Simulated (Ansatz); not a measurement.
# SrPbSe3 (model cell, started as cubic perovskite with Pb in the octahedra): a soft mode frozen in

Wanted: the energy along a soft mode of SrPbSe3 (model cell, started as cubic perovskite with Pb in the octahedra) and the structure at the end.

Program: Ansatz 0.2.0. Level of theory: DFT PBE, scalar-relativistic, plane waves, PAW; PAW set soft_1. Results are calculated unless marked as measured.

The structure was built from a prototype and need not be the compound's stable phase.

**1. The structure**

It takes space group Pm-3m (No. 221, cubic). Conventional cell: a = 5.458 Å, b = 5.458 Å, c = 5.458 Å, α = 90.00°, β = 90.00°, γ = 90.00°. Nearest to Sr lie 12 Se at 3.86 Å. Pb has 6 Se at 2.73 Å nearest. Nearest to Se lie 2 Pb at 2.73 Å and 4 Sr at 3.86 Å. Farther neighbours and most contacts between anions are not listed.

**2. Response at finite wavevector**

The cell comes from relaxations at this level that are not shown. Stability and thermal properties need the whole zone. Linear response on a 2×2×2 q mesh gives force constants as far as a supercell of that size would.

Contents of input.yaml:

```yaml
crystal:
  lattice:
    - [5.4577123742, 0.0, 0.0]
    - [0.0, 5.4577123742, 0.0]
    - [0.0, 0.0, 5.4577123742]
  atoms:
    - { symbol: Sr, position: [0.0, 0.0, 0.0] }
    - { symbol: Pb, position: [0.5, 0.5, 0.5] }
    - { symbol: Se, position: [0.5, 0.5, 0.0] }
    - { symbol: Se, position: [0.5, 0.0, 0.5] }
    - { symbol: Se, position: [0.0, 0.5, 0.5] }
kpoints:
  mp_grid: { grid: [8, 8, 8] }
hamiltonian:
  xc: pbe
  pseudopotentials: { kind: paw, azcp: { folder: soft_1 } }
scf:
  occupations: { method: methfessel_paxton, width: 0.2 }
output:
  eigenvalues: true
phonons:
  method: dfpt
  qmesh: [2, 2, 2]
  temperatures: { t_max: 1000, t_step: 50 }
  qpath:
    path:
      - [[0.0, 0.0, 0.0], [0.0, 0.5, 0.0], [0.5, 0.5, 0.0], [0.0, 0.0, 0.0], [0.5, 0.5, 0.5], [0.0, 0.5, 0.0]]
      - [[0.5, 0.5, 0.5], [0.5, 0.5, 0.0]]
    npoints: 10
```

Run with:

```sh
> ansatz run input.yaml --threads 4 --pin off --max-ram 16384MiB --backend cpu --events-out ev --progress --plain --runs-dir out
```

Numbers of over 12 decimals in the logs are rounded to 6 here.

What it wrote:

```text
Engine: ansatz 0.2.0, aarch64-unknown-linux-gnu
Pseudopotentials: kind: paw
Pseudopotential: Sr, paw, valence charge 10, recommended cutoff 420 eV (normal), soft_1/Sr.paw.azcp
Pseudopotential: Pb, paw, valence charge 14, recommended cutoff 420 eV (normal), soft_1/Pb.paw.azcp
Pseudopotential: Se, paw, valence charge 16, recommended cutoff 420 eV (normal), soft_1/Se.paw.azcp
Functional definition: PBE
  parameter kappa = 0.804
  parameter beta = 0.066725
  exchange = pbe_x(kappa = kappa, mu = beta*pi^2/3)
  correlation = pbe_c(beta = beta)
Crystal: 5 atoms, lattice volume = 162.567 Å³
Basis set: ecut = 420 eV, 3191 PW (Γ), exchange–correlation on 80×80×80 points (8 copies of the dense FFT grid, shifted against one another)
Bands: 44, of which v1, the nominal top of the filled ones, is band 36 counted from 1 (35 counted from 0)
Symmetry: 48 space group operations
k-points: 35 of 512
Non-local potential: Sr, projectors of the file, l = 0: 3, l = 1: 2, l = 2: 2
Non-local potential: Pb, projectors of the file, l = 0: 2, l = 1: 2, l = 2: 2, l = 3: 1
Non-local potential: Se, projectors of the file, l = 0: 2, l = 1: 2, l = 2: 3, l = 3: 1
PAW form: soft (Blöchl's): semilocal exchange-correlation on the pseudo side does not see the compensation charge
PAW one-centre angular grid: Sr, 110 points (default); XC on 64 Gauss nodes
PAW one-centre angular grid: Pb, 590 points (default); XC on 64 Gauss nodes
PAW one-centre angular grid: Se, 590 points (default); XC on 64 Gauss nodes
Initial density: superposition of atomic densities (chi_scale 0.1, normalization cell, long waves kept (reshape's long-wave potential 0.00 eV rms))
Initial wavefunctions: pseudopotential atomic-orbital guess
Functional: x = pbe(κ = 0.804, μ = 0.219515), c = pbe(β = 0.066725)
SCF iter   1: F=—  HF=-31864.221374 eV  |F-HF|=—  |Δ(HF+E_count)|=         —  Δρ=2.98e-2  dr2=3.21e0  ethr=3.10e-3  ⟨swp⟩=8.5  Hψ=7447  notcnv=0
preconditioner: auto → Kerker (q_TF=auto, 2.382 Å⁻¹)  [metal: Δε(μ)=0.009 eV  Ē_g=10.288 eV  σ=0.200 eV  W_gap=0.04  n_scr=32 (ndim 8)  ℏωp=17.0 eV  f_vac=0.004  D(μ)=3.47/eV (n_scr^D=18)]
SCF iter   2: F=—  HF=-31863.562834 eV  |F-HF|=—  |Δ(HF+E_count)|=   6.59e-1  S|Δr|=    0.00e0  Δρ=1.92e-2  dr2=1.64e0  ethr=3.10e-3  ⟨swp⟩=3.0  Hψ=2177  notcnv=0  defer=52
SCF iter   3: F=—  HF=-31862.995038 eV  |F-HF|=—  |Δ(HF+E_count)|=   5.68e-1  S|Δr|=    0.00e0  Δρ=5.15e-3  dr2=1.03e-1  ethr=2.28e-3  ⟨swp⟩=3.7  Hψ=3714  notcnv=0  defer=72
SCF iter   4: F=—  HF=-31862.969662 eV  |F-HF|=—  |Δ(HF+E_count)|=   2.54e-2  S|Δr|=    0.00e0  Δρ=1.93e-3  dr2=1.61e-2  ethr=1.43e-4  ⟨swp⟩=2.0  Hψ=2862  notcnv=0  defer=71
SCF iter   5: F=—  HF=-31862.962082 eV  |F-HF|=—  |Δ(HF+E_count)|=   7.58e-3  S|Δr|=    0.00e0  Δρ=9.42e-4  dr2=4.67e-3  ethr=2.23e-5  ⟨swp⟩=2.0  Hψ=2727  notcnv=0  defer=71
SCF iter   6: F=—  HF=-31862.961171 eV  |F-HF|=—  |Δ(HF+E_count)|=   9.11e-4  S|Δr|=    0.00e0  Δρ=5.27e-4  dr2=1.24e-3  ethr=6.48e-6  ⟨swp⟩=2.8  Hψ=2718  notcnv=0  defer=70
SCF iter   7: F=—  HF=-31862.961087 eV  |F-HF|=—  |Δ(HF+E_count)|=   8.45e-5  S|Δr|=    0.00e0  Δρ=1.61e-4  dr2=6.89e-5  ethr=1.72e-6  ⟨swp⟩=2.4  Hψ=2579  notcnv=0  defer=69
SCF iter   8: F=—  HF=-31862.961143 eV  |F-HF|=—  |Δ(HF+E_count)|=   5.65e-5  S|Δr|=    0.00e0  Δρ=3.90e-5  dr2=5.67e-6  ethr=9.57e-8  ⟨swp⟩=2.1  Hψ=2372  notcnv=0  defer=69
SCF iter   9: F=—  HF=-31862.961142 eV  |F-HF|=—  |Δ(HF+E_count)|=   1.31e-6  S|Δr|=    0.00e0  Δρ=1.03e-5  dr2=1.84e-7  ethr=7.88e-9  ⟨swp⟩=2.0  Hψ=2231  notcnv=0  defer=72
SCF iter  10: F=—  HF=-31862.961142 eV  |F-HF|=—  |Δ(HF+E_count)|=   4.46e-7  S|Δr|=    0.00e0  Δρ=2.20e-6  dr2=7.43e-9  ethr=2.55e-10  ⟨swp⟩=2.1  Hψ=2201  notcnv=0  defer=72
[...]
SCF 1 converged in 14 iterations: F = -31862.961142 eV  dr2 = 2.47e-12
  greatest PAW one-centre occupation: 1.000 electrons in one spin orbital (limit 2), on the Se atom at site 4 (counted from 0), in its partial waves of l = 2
Initial density: read from a saved state, or passed on in memory by an earlier SCF of this step, an earlier step, the calling program or the single point that the run made first
iter 1 solved again at ethr=5.25e-6 eV; its pass at ethr=3.10e-3 eV (dr2=3.78e-3 eV) is discarded
SCF iter   1: F=—  HF=-31862.961140 eV  |F-HF|=—  |Δ(HF+E_count)|=         —  Δρ=5.86e-6  dr2=2.07e-8  ethr=5.25e-6  ⟨swp⟩=3.1  Hψ=10649  notcnv=0
eigensolver tolerance schedule: the retry pair's looser diagonalisation over-reported the residual by 183136.82 of it (diagonalisation noise at an unbounded share of the residual, at the tolerance the schedule requests for it); recorded, not acted on — ethr = c·dr2/N_el stays at c = 1.0e-1
preconditioner: auto → LDOS  [metal: Δε(μ)=0.010 eV  Ē_g=13.413 eV  σ=0.200 eV  W_gap=0.04  n_scr=32 (ndim 8)  ℏωp=18.4 eV  f_vac=0.041  D(μ)=3.28/eV (n_scr^D=18)  β→1.0]
SCF iter   2: F=—  HF=-31862.961142 eV  |F-HF|=—  |Δ(HF+E_count)|=   1.92e-6  S|Δr|=    0.00e0  Δρ=6.65e-6  dr2=2.92e-8  ethr=2.87e-11  ⟨swp⟩=5.1  Hψ=5452  notcnv=0
SCF iter   3: F=—  HF=-31862.961142 eV  |F-HF|=—  |Δ(HF+E_count)|=   5.67e-9  S|Δr|=    0.00e0  Δρ=3.06e-6  dr2=5.48e-9  ethr=2.87e-11  ⟨swp⟩=3.0  Hψ=2897  notcnv=0
SCF iter   4: F=—  HF=-31862.961142 eV  |F-HF|=—  |Δ(HF+E_count)|=  1.38e-10  S|Δr|=    0.00e0  Δρ=2.25e-6  dr2=3.05e-9  ethr=7.61e-12  ⟨swp⟩=1.0  Hψ=1540  notcnv=0
SCF iter   5: F=—  HF=-31862.961142 eV  |F-HF|=—  |Δ(HF+E_count)|=  6.55e-11  S|Δr|=    0.00e0  Δρ=1.59e-6  dr2=1.52e-9  ethr=4.23e-12  ⟨swp⟩=1.0  Hψ=1540  notcnv=0
SCF iter   6: F=—  HF=-31862.961142 eV  |F-HF|=—  |Δ(HF+E_count)|=  3.64e-11  S|Δr|=    0.00e0  Δρ=9.27e-7  dr2=5.17e-10  ethr=2.11e-12  ⟨swp⟩=1.3  Hψ=1550  notcnv=0
SCF iter   7: F=—  HF=-31862.961142 eV  |F-HF|=—  |Δ(HF+E_count)|=    0.00e0  S|Δr|=    0.00e0  Δρ=4.90e-7  dr2=1.44e-10  ethr=1.00e-12  ⟨swp⟩=1.7  Hψ=1566  notcnv=0
SCF iter   8: F=—  HF=-31862.961142 eV  |F-HF|=—  |Δ(HF+E_count)|=    0.00e0  S|Δr|=    0.00e0  Δρ=1.92e-7  dr2=2.22e-11  ethr=1.00e-12  ⟨swp⟩=1.0  Hψ=1540  notcnv=0
SCF iter   9: F=-31862.961142 eV  HF=-31862.961142 eV  |F-HF|=7.28e-12  |Δ(HF+E_count)|=  1.46e-11  S|Δr|=    0.00e0  Δρ=6.21e-8  dr2=2.21e-12  ethr=1.00e-12  ⟨swp⟩=4.1  Hψ=3726  notcnv=0
SCF 2 converged in 9 iterations: F = -31862.961142 eV  dr2 = 2.21e-12
  greatest PAW one-centre occupation: 1.000 electrons in one spin orbital (limit 2), on the Se atom at site 3 (counted from 0), in its partial waves of l = 2
phonons: the bands overlap, so this run is a metal and interpolates without the dipole-dipole term. If the crystal is really an insulator or semiconductor, its LO-TO splitting is missing
NSCF: frozen V_eff on 35 k-points
WARN: eigensolver did not converge (k=1): 1 band(s) unlocked after 20 sweeps at ethr=1.56e-12 eV (storage-precision floor; scheduled 1.00e-12 eV) (lowest unlocked band 43, counted from 0; max residual 3.39e-4 eV among the unlocked bands, 3.39e-4 eV over every band; other slots of this pass that fall short are told together in one closing line; warning suppressed until the next SCF loop or pass starts)
WARN: eigensolver did not converge in 6 slots of this pass, the one above among them; of largest residual over every band (k=1): 1 band(s) unlocked (lowest unlocked band 43, counted from 0; max residual 3.39e-4 eV among the unlocked bands, 3.39e-4 eV over every band); of lowest unlocked band (k=1): band 43
NSCF: frozen V_eff on 125 k-points
DFPT response loops at q = (0, 0, 0) (fractional): preconditioner auto → Kerker (q_TF=auto, 2.382 Å⁻¹) (partly filled bands, converged f_vac=0.041); β = 1.00, the filter's whole step (`scf.mixing.beta` (0.50) is not read by the response loops under this deck's `scf.mixing.preconditioner`; to damp them name `kerker` or `kerker_dos`, under which they read `scf.mixing.beta`, and type it under 1.00, their step now; both keys bind the ground state too); Broyden in place of MSR1
NSCF: frozen V_eff on 250 k-points
DFPT response loops at q = (0, 0, -0.5) (fractional): mixed as the last ones told, above
NSCF: frozen V_eff on 250 k-points
DFPT response loops at q = (0, -0.5, -0.5) (fractional): mixed as the last ones told, above
NSCF: frozen V_eff on 250 k-points
DFPT response loops at q = (-0.5, -0.5, -0.5) (fractional): mixed as the last ones told, above
SCF converged after 14 iterations
Stability not checked: this state was not tested for a lower state beside it, because cold or Methfessel-Paxton smearing, or corrected tetrahedra, fill the levels in a way that the test cannot read (fill_not_monotonic; see scf.lower_state_search)
Free energy (F): -31862.961142 eV
Harris-Foulkes:  -31862.961142 eV  (|F-HF|=0.00e0)
Internal energy: -31862.958139 eV  (E = F + TS)
E sigma→0 (E₀):  -31862.960391 eV
Entropy (-TS):   -0.003004 eV (-0.601 meV/atom)
Fermi energy:    6.321537 eV
--- Per-component energies (eV) ---
  E_band       = -1408.049249
  E_kinetic    = 854.583263
  E_local      = -11137.584248  (includes V_loc(G=0)·N_el)
  E_nonlocal   = -522.520582
  E_hartree    = 5421.595668
  E_xc         = -633.160392
  E_vxc        = -560.711840  (∫ρ·V_xc dr)
  E_paw        = -19478.964154  (= ΣΔE_a)
  E_vpaw       = -885.006096  (= ΣTr[D̂ρ^β])
  E_aug_tail   = -0.001155  (compensation charges beyond the density's cutoff)
  E_ewald      = -6366.906539
  E_smearing   = -0.003004  (= −TS)
  E_closure    = 0.000000  (closes the sum)
  Σ components = -31862.961142   (vs F -31862.961142, Δ=0.00e0)
--- Band table (eV; the first three rows and the last of 35) ---
  k-point 0: bands = [... 32 lower, 5.5466, 5.5466, 5.6867, 5.6867, 5.6867, 8.0751, 9.2359, 9.2359, ... 4 higher]
  k-point 1: bands = [... 32 lower, 5.4847, 5.4847, 5.5818, 5.6492, 5.6492, 8.3762, 9.3388, 9.4317, ... 4 higher]
  k-point 2: bands = [... 32 lower, 5.3126, 5.3126, 5.5892, 5.5892, 5.6066, 9.0618, 9.6099, 9.9031, ... 4 higher]
  k-point 34: bands = [... 32 lower, 5.9375, 6.5794, 6.5794, 6.5794, 8.6128, 8.6720, 8.6720, 8.6720, ... 4 higher]
--- Phonons (Γ-DFPT): 4 representative perturbations + reference (Σ response iterations 12) ---
  ASR residual: 6.902e-5 → 0.000e0 eV/Å²; symmetrization residual: 3.022e-5 eV/Å²
  ASR residual per site (eV/Å²): 6.90e-5 1.67e-5 3.71e-5 3.71e-5 3.71e-5
  Γ frequencies (cm⁻¹): -81.13 -81.13 -81.13 -63.42 -63.42 -63.42 -17.11 -17.11 -17.11 0.00 0.00 0.00 193.21 193.21 193.21
--- Phonons (arbitrary-q DFPT): 4 irreducible q on the 2×2×2 mesh ---
  q = [0.0000, 0.0000, 0.0000] (star 1, of the zone-centre solve; hermiticity 6.92e-6, symmetrization 1.68e-11): -81.13 -81.13 -81.13 -63.42 -63.42 -63.42 -17.11 -17.11 -17.11 -0.00 0.00 0.00 193.21 193.21 193.21
  q = [0.0000, 0.0000, -0.5000] (star 3, 9 solved perturbations in 975 linear systems a pass and spin channel, the states on 125 of 512 k-point pairs; hermiticity 5.22e-6, symmetrization 1.53e-11): -77.95 -77.95 -73.78 -65.83 -60.14 -60.14 -35.42 -32.29 -32.29 20.60 20.60 111.54 175.34 195.38 195.38
  q = [0.0000, -0.5000, -0.5000] (star 3, 9 solved perturbations in 975 linear systems a pass and spin channel, the states on 125 of 512 k-point pairs; hermiticity 1.09e-5, symmetrization 8.41e-13): -90.14 -90.14 -76.62 -64.95 -64.95 -46.29 16.69 16.69 19.60 31.07 113.15 113.15 164.55 179.74 197.83
  q = [-0.5000, -0.5000, -0.5000] (star 1, 4 solved perturbations in 350 linear systems a pass and spin channel, the states on 125 of 512 k-point pairs; hermiticity 2.37e-6, symmetrization 2.68e-12): -80.19 -80.19 -80.19 -79.56 -79.56 -79.56 50.96 50.96 50.96 115.22 115.22 115.22 163.27 163.27 197.52
  sum rule: each row above includes the acoustic sum rule's correction from the zone centre's row sums; it moved no ω² by more than (0.46 cm⁻¹)²
  mesh force constants: q→R imaginary residual 3.53e-18; ASR residual 6.902e-5 → 0.000e0 eV/Å²; symmetrization residual 5.329e-15 eV/Å²
  interpolated dispersion: 62 rows × 15 modes
  density of states and harmonic sums: on the 12×12×12 q-mesh, interpolated from the force constants of a 2×2×2 supercell (no non-analytic term)
  largest difference from the sums on the solved wave vectors: F 7.83e-2 eV, S 1.17e-4 and C_V 3.83e-5 eV/K
  zero-point energy: 0.050563 eV/cell   skipped modes (ω ≤ 0): 630, of them read as no rigid motion or as one in doubt: 627 (7.429e0 modes/cell left out, lowest -90.14 cm⁻¹)   left out of the sums: 4.95e-1 of the cell's modes: C_V's classical limit lies that fraction below 3 k_B per atom; for a crystal, a wire or a layer, F and S can be off by more, and a phonons.interpolated_qmesh denser along its periods is the remedy for the sampling
```

The job ended after 11 min (4 threads of Arm Neoverse V1, shared host; peak memory 2.3 GiB).

Reading the cycles: dr2 is the Hartree energy of the density residual (eV), the measure of convergence; HF is the Harris–Foulkes estimate of the energy, which meets the free energy F at convergence.

Numbers from this step:

* volume per atom: 32.51 Å³
* gap on the k-mesh: 0 eV
* sum-rule residual before enforcement: 6.90e-5 eV/Å²
* lowest frequency on the path: -90.14 cm⁻¹
* point group: m-3m
* highest frequency on the path or at a solved wavevector: 197.8 cm⁻¹
* highest optical mode at the zone centre (no LO-TO term): 193.2 cm⁻¹
* lowest optical zone-centre mode: -81.13 cm⁻¹
* lowest mode on the q mesh (acoustic modes at Γ apart): -90.14 cm⁻¹

Frequencies (cm⁻¹) solved at each irreducible wavevector; negative means imaginary. Frequencies by wavevector, by row:

```tsv
q in reciprocal lattice units	star	mode 1	mode 2	mode 3	mode 4	mode 13	mode 14	mode 15
0 0 0	1	-81.1	-81.1	-81.1	-63.4	193.2	193.2	193.2
0 0 -0.5	3	-78	-78	-73.8	-65.8	175.3	195.4	195.4
0 -0.5 -0.5	3	-90.1	-90.1	-76.6	-65	164.6	179.7	197.8
-0.5 -0.5 -0.5	1	-80.2	-80.2	-80.2	-79.6	163.3	163.3	197.5
```

Interpolated from a 2×2×2 q mesh. The phonon branches at the labelled points (cm⁻¹):

```tsv
point	branch 1	branch 2	branch 3	branch 4	branch 12	branch 13	branch 14	branch 15
Γ	-81	-81	-81	-63	0	193	193	193
halfway	-79	-79	-74	-69	74	186	194	194
X	-78	-78	-74	-66	112	175	195	195
halfway	-84	-79	-78	-73	112	172	188	197
M	-90	-90	-77	-65	113	165	180	198
halfway	-84	-75	-74	-71	76	183	189	195
Γ	-81	-81	-81	-63	0	193	193	193
halfway	-81	-81	-76	-70	80	183	183	195
R	-80	-80	-80	-80	115	163	163	198
halfway	-82	-80	-76	-76	113	170	183	196
X	-78	-78	-74	-66	112	175	195	195
jump to R	-80	-80	-80	-80	115	163	163	198
halfway	-85	-85	-78	-74	114	164	175	197
M	-90	-90	-77	-65	113	165	180	198
```

Symmetry leaves 4 wavevectors to solve. The lowest mode among them, the acoustic zeros apart, lies at q = (0, -0.5, -0.5) and is imaginary, 90.1i cm⁻¹, so the energy falls along it.

**3. The mode frozen in, largest atomic shift 0 Å**

The mode followed lies at q = (0, -0.5, -0.5) with frequency 90.1i cm⁻¹ and is 2-fold degenerate, the softest among the wavevectors solved. At small amplitude the distorted cell has space group no. 65 by a symmetry search on the positions. The undistorted cell that holds it gives the zero of energy on the same k mesh.

System of this step: SrPbSe3 (model cell, started as cubic perovskite with Pb in the octahedra). Symmetry: Pm-3m, No. 221, cubic system. Conventional cell: a = 5.458 Å, b = 5.458 Å, c = 5.458 Å, α = 90.00°, β = 90.00°, γ = 90.00°. Sr has 12 Se at 3.86 Å nearest. Pb has 6 Se at 2.73 Å nearest. Nearest to Se lie 2 Pb at 2.73 Å and 4 Sr at 3.86 Å. Nearest to Se lie 2 Pb at 2.73 Å and 4 Sr at 3.86 Å. Farther neighbours and most contacts between anions are not listed.

Contents of input.yaml:

```yaml
crystal:
  lattice:
    - [-5.4577123742, 0.0, 0.0]
    - [0.0, -5.4577123742, -5.4577123742]
    - [0.0, -5.4577123742, 5.4577123742]
  atoms:
    - { symbol: Sr, position: [0.0, 0.5, 0.5] }
    - { symbol: Sr, position: [0.0, 1.0, 1.0] }
    - { symbol: Pb, position: [0.5, 0.0, 0.5] }
    - { symbol: Pb, position: [0.5, 0.5, 0.0] }
    - { symbol: Se, position: [0.5, 0.25, 0.25] }
    - { symbol: Se, position: [0.5, 0.75, 0.75] }
    - { symbol: Se, position: [0.5, 0.25, 0.75] }
    - { symbol: Se, position: [0.5, 0.75, 0.25] }
    - { symbol: Se, position: [1.0, 0.0, 0.5] }
    - { symbol: Se, position: [1.0, 0.5, 0.0] }
kpoints:
  mp_grid: { grid: [8, 6, 6] }
hamiltonian:
  xc: pbe
  pseudopotentials: { kind: paw, azcp: { folder: soft_1 } }
scf:
  occupations: { method: methfessel_paxton, width: 0.2 }
output:
  forces: true
  stress: true
  eigenvalues: true
```

What it wrote:

```text
[...]
Crystal: 10 atoms, lattice volume = 325.134 Å³
Basis set: ecut = 420 eV, 6359 PW (Γ), exchange–correlation on 80×108×108 points (8 copies of the dense FFT grid, shifted against one another)
Bands: 87, of which v1, the nominal top of the filled ones, is band 72 counted from 1 (71 counted from 0)
Symmetry: 32 space group operations
[...]
k-points: 50 of 288
[...]
k-point 0: bands = [... 68 lower, 5.6810, 5.6845, 5.6845, 5.9401, 6.5000, 8.0650, 8.1235, 9.2239, ... 11 higher]
  k-point 1: bands = [... 68 lower, 5.5585, 5.6401, 5.7068, 5.7361, 6.3938, 7.4991, 8.3311, 9.3374, ... 11 higher]
  k-point 2: bands = [... 68 lower, 5.4865, 5.4891, 5.5238, 5.8120, 6.2012, 6.5311, 8.9256, 9.6269, ... 11 higher]
  k-point 49: bands = [... 68 lower, 5.9197, 5.9197, 6.4835, 6.4835, 8.1139, 8.1139, 9.5063, 9.5063, ... 11 higher]
[key lines of the parts left out:]
SCF converged after 11 iterations
Free energy (F): -63725.922207 eV
Fermi energy:    6.273553 eV
P = ⅓ Tr σ = 0.1085 GPa (1.085 kbar)
```

The job ended after 28 s (4 threads; peak memory 1.5 GiB; 1.9 min of CPU time).

This step gave:

```
pressure                         : 0.1085 GPa
energy from the undistorted cell : 0 meV/atom
```

The run ends at a pressure of 0.11 GPa.

**4. The mode frozen in, largest atomic shift 0.6 Å**

The atoms are moved along the unstable eigenvector, the largest shift by 0.6 Å, with the cell fixed.

input.yaml, the sections that differ from step 3:

```yaml
crystal:
  lattice:
    - [-5.4577123742, 0.0, 0.0]
    - [0.0, -5.4577123742, -5.4577123742]
    - [0.0, -5.4577123742, 5.4577123742]
  atoms:
    - { symbol: Sr, position: [0.0, 0.5287206411, 0.4712793589] }
    - { symbol: Sr, position: [0.0, 0.9712793589, 1.0287206411] }
    - { symbol: Pb, position: [0.5, 0.0046400421, 0.5046400421] }
    - { symbol: Pb, position: [0.5, 0.4953599579, -0.0046400421] }
    - { symbol: Se, position: [0.5, 0.25, 0.25] }
    - { symbol: Se, position: [0.5, 0.75, 0.75] }
    - { symbol: Se, position: [0.5, 0.25, 0.75] }
    - { symbol: Se, position: [0.5, 0.75, 0.25] }
    - { symbol: Se, position: [1.0, -0.0549680854, 0.4450319146] }
    - { symbol: Se, position: [1.0, 0.5549680854, 0.0549680854] }
# kpoints, hamiltonian, scf, output: as in step 3
```

What it wrote:

```text
[...]
Crystal: 10 atoms, lattice volume = 325.134 Å³
Basis set: ecut = 420 eV, 6359 PW (Γ), exchange–correlation on 80×108×108 points (8 copies of the dense FFT grid, shifted against one another)
Bands: 87, of which v1, the nominal top of the filled ones, is band 72 counted from 1 (71 counted from 0)
Symmetry: 8 space group operations
[...]
k-points: 65 of 288
[...]
k-point 0: bands = [... 68 lower, 5.5238, 5.6609, 5.9763, 6.0478, 6.4720, 8.1116, 8.3646, 8.8024, ... 11 higher]
  k-point 1: bands = [... 68 lower, 5.4748, 5.6276, 5.8627, 5.9241, 6.3603, 7.6058, 8.4011, 9.1851, ... 11 higher]
  k-point 2: bands = [... 68 lower, 5.3756, 5.6346, 5.7841, 5.7896, 6.1700, 6.6721, 8.9339, 9.5326, ... 11 higher]
  k-point 64: bands = [... 68 lower, 5.6855, 6.0881, 6.1429, 6.2749, 7.5357, 7.5925, 9.5627, 9.6204, ... 11 higher]
[key lines of the parts left out:]
SCF converged after 10 iterations
Free energy (F): -63726.553696 eV
Fermi energy:    6.218973 eV
P = ⅓ Tr σ = 0.6473 GPa (6.473 kbar)
```

Elapsed: 38 s, on 4 threads; peak memory 1.6 GiB; 2.5 min of CPU time.

Numbers from this step:

```yaml
pressure: 0.6473 GPa
energy_from_the_undistorted_cell: -63.28 meV/atom
```

The energy, extrapolated to zero smearing, is -63.28 meV/atom against the undistorted cell.

The run ends at a pressure of 0.65 GPa, with forces up to 0.36 eV/Å.

(Continued in part 2 of 3.)

[Logs are printed without paths, hosts, clocks, repeated set-up lines and the standing remarks that a program may print on its own settings, such as how far it seeks lower states.]

[Hosts, paths, dates, database ids (printed as entryN), source tags and the programs' standing remarks are cut or masked in the printed files.]
